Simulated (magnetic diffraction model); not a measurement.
# Which magnetic order? TbLuS₃

Space group Pnma (no. 62), a = 7.0570 Å, b = 9.7170 Å, c = 6.6200 Å.

```
site  atom       x       y       z
  4a    Lu       0       0       0
  4c    Tb  0.4445     1/4  0.0171
  4c     S  0.0504     1/4  0.8813
  8d     S  0.8056  0.5587  0.6937
```

The compound is invented for this exercise: a known structure type with other elements, its cell scaled to their sizes and not relaxed.

Only Tb is taken to order (form factors of Tb3+); orders and moment sizes are assumed, and not adapted to the symmetry. Radiation: neutrons of λ = 1.909 Å, 5° to 50°; isotropic B of 0.17 Å² (Lu), 0.16 Å² (Tb) and 0.21 Å² (S). The intensities are simulated: I ∝ L Σ (|F_N|² + |F_M⊥|²) for unpolarised neutrons, with F_M = 2.695 fm/μB × Σ f(s) S exp(2πi Q·r) exp(−B s²) at Q = H ± k (one set where k and −k are equivalent), only the part normal to Q counting and L = 1/(sin²θ cos θ). For collinear order S is the moment m, which repeats by lattice and centring translations R with the sign exp(−2πi k·R). Form factors are spin-only for 3d ions and dipole or tabulated for f ions, scattering lengths are Sears's of 1992, and absorption is left out. A label names one of the reflections at its angle. The strongest nuclear line in the range is 100, and lines under 0.2 are left out.

Above the ordering temperature:

```tsv
2θ (°)	index	I
20.09	(0 1 1)	0.6
22.66	(0 2 0)	0.5
22.80	(1 0 1)	1.9
25.51	(1 1 1)	7.2
31.39	(2 0 0)	22.9
32.37	(1 2 1)	100.0
33.45	(2 1 0)	1.1
33.52	(0 0 2)	18.5
35.70	(2 0 1)	1.0
37.15	(1 0 2)	4.2
37.55	(2 1 1)	3.3
38.30	(0 3 1)	9.4
38.94	(1 1 2)	11.3
39.06	(2 2 0)	4.1
40.84	(0 2 2)	2.8
41.57	(1 3 1)	10.8
42.70	(2 2 1)	7.8
43.95	(1 2 2)	2.1
46.27	(0 4 0)	31.2
46.58	(2 0 2)	50.3
47.16	(2 3 0)	7.5
48.08	(2 1 2)	10.9
```

Below it (cell unchanged):

```
2θ (°)      I
 10.01  128.6
 18.52  195.2
 18.88   78.3
 20.09    0.6
 22.66    0.5
 22.80    1.9
 24.55   67.7
 25.51    7.2
 25.63   65.9
 29.66   12.0
 30.11   35.3
 30.34   18.2
 31.39   22.9
 32.37  100.0
 33.03   40.7
 33.45    1.1
 33.52   18.5
 33.65   45.2
 34.27   35.0
 35.70    1.0
 36.89   30.3
 37.15    4.2
 37.55    3.3
 38.20   28.1
 38.30    9.4
 38.94   11.3
 39.06    4.1
 40.84    2.8
 40.95   37.6
 41.13   10.8
 41.48   10.3
 41.57   10.8
 42.67    5.6
 42.70    7.8
 43.73   17.8
 43.95    2.1
```
(The table stops after 36 lines; 11 more lie at higher angle.)

**Question.** Find the propagation vector, then choose among these models:
A. collinear moments along [001], 7.8 μB on Tb; signs + at (0.4445, 1/4, 0.0171), − at (0.0555, 3/4, 0.5171), − at (0.9445, 1/4, 0.4829), + at (0.5555, 3/4, 0.9829)
B. collinear moments along [111], 7.8 μB on Tb; signs + at (0.4445, 1/4, 0.0171), − at (0.0555, 3/4, 0.5171), − at (0.9445, 1/4, 0.4829), + at (0.5555, 3/4, 0.9829)
C. collinear moments along [111], 7.8 μB on Tb; signs + at (0.4445, 1/4, 0.0171), − at (0.0555, 3/4, 0.5171), + at (0.9445, 1/4, 0.4829), − at (0.5555, 3/4, 0.9829)
D. collinear moments along [001], 7.8 μB on Tb; signs + at (0.4445, 1/4, 0.0171), − at (0.0555, 3/4, 0.5171), + at (0.9445, 1/4, 0.4829), − at (0.5555, 3/4, 0.9829)

The new lines index as (0 1/2 1/2) at 10.01°, (1 1/2 1/2) at 18.52°, (0 3/2 -1/2) at 18.88° and (1 3/2 1/2) at 24.55°, that is as H ± k with k = (0 1/2 1/2). Half indices mean that the moments reverse under translations with k·R a half-integer, and the magnetic cell has twice the primitive volume.

Magnetic intensity, observed (below minus above) and for each model:

| 2θ (°) | index | observed | A | B | C | D |
| --- | --- | --- | --- | --- | --- | --- |
| 10.01 | (0 1/2 1/2) | 128.6 | 112.2 | 128.6 | 159.4 | 139.1 |
| 18.52 | (1 1/2 1/2) | 195.2 | 197.2 | 195.2 | 157.3 | 159.0 |
| 24.55 | (1 3/2 1/2) | 67.7 | 119.5 | 67.7 | 54.6 | 96.4 |
| 25.63 | (0 1/2 -3/2) | 65.9 | 3.6 | 65.9 | 34.2 | 1.9 |
| 29.66 | (0 5/2 1/2) | 12.0 | 33.0 | 12.0 | 14.9 | 40.9 |
| 30.11 | (1 1/2 3/2) | 35.3 | 16.3 | 35.3 | 68.1 | 31.4 |
| 34.27 | (1 3/2 3/2) | 35.0 | 18.2 | 35.0 | 67.4 | 35.1 |
| 45.67 | (1 1/2 5/2) | 36.0 | 6.0 | 36.0 | 11.6 | 1.9 |

Model B matches.

The structure used: k = (0 1/2 1/2), collinear moments along [111], 7.8 μB on Tb; signs + at (0.4445, 1/4, 0.0171), − at (0.0555, 3/4, 0.5171), − at (0.9445, 1/4, 0.4829), + at (0.5555, 3/4, 0.9829).

[Logs are printed without paths, hosts, clocks, repeated set-up lines and the standing remarks that a program may print on its own settings, such as how far it seeks lower states.]
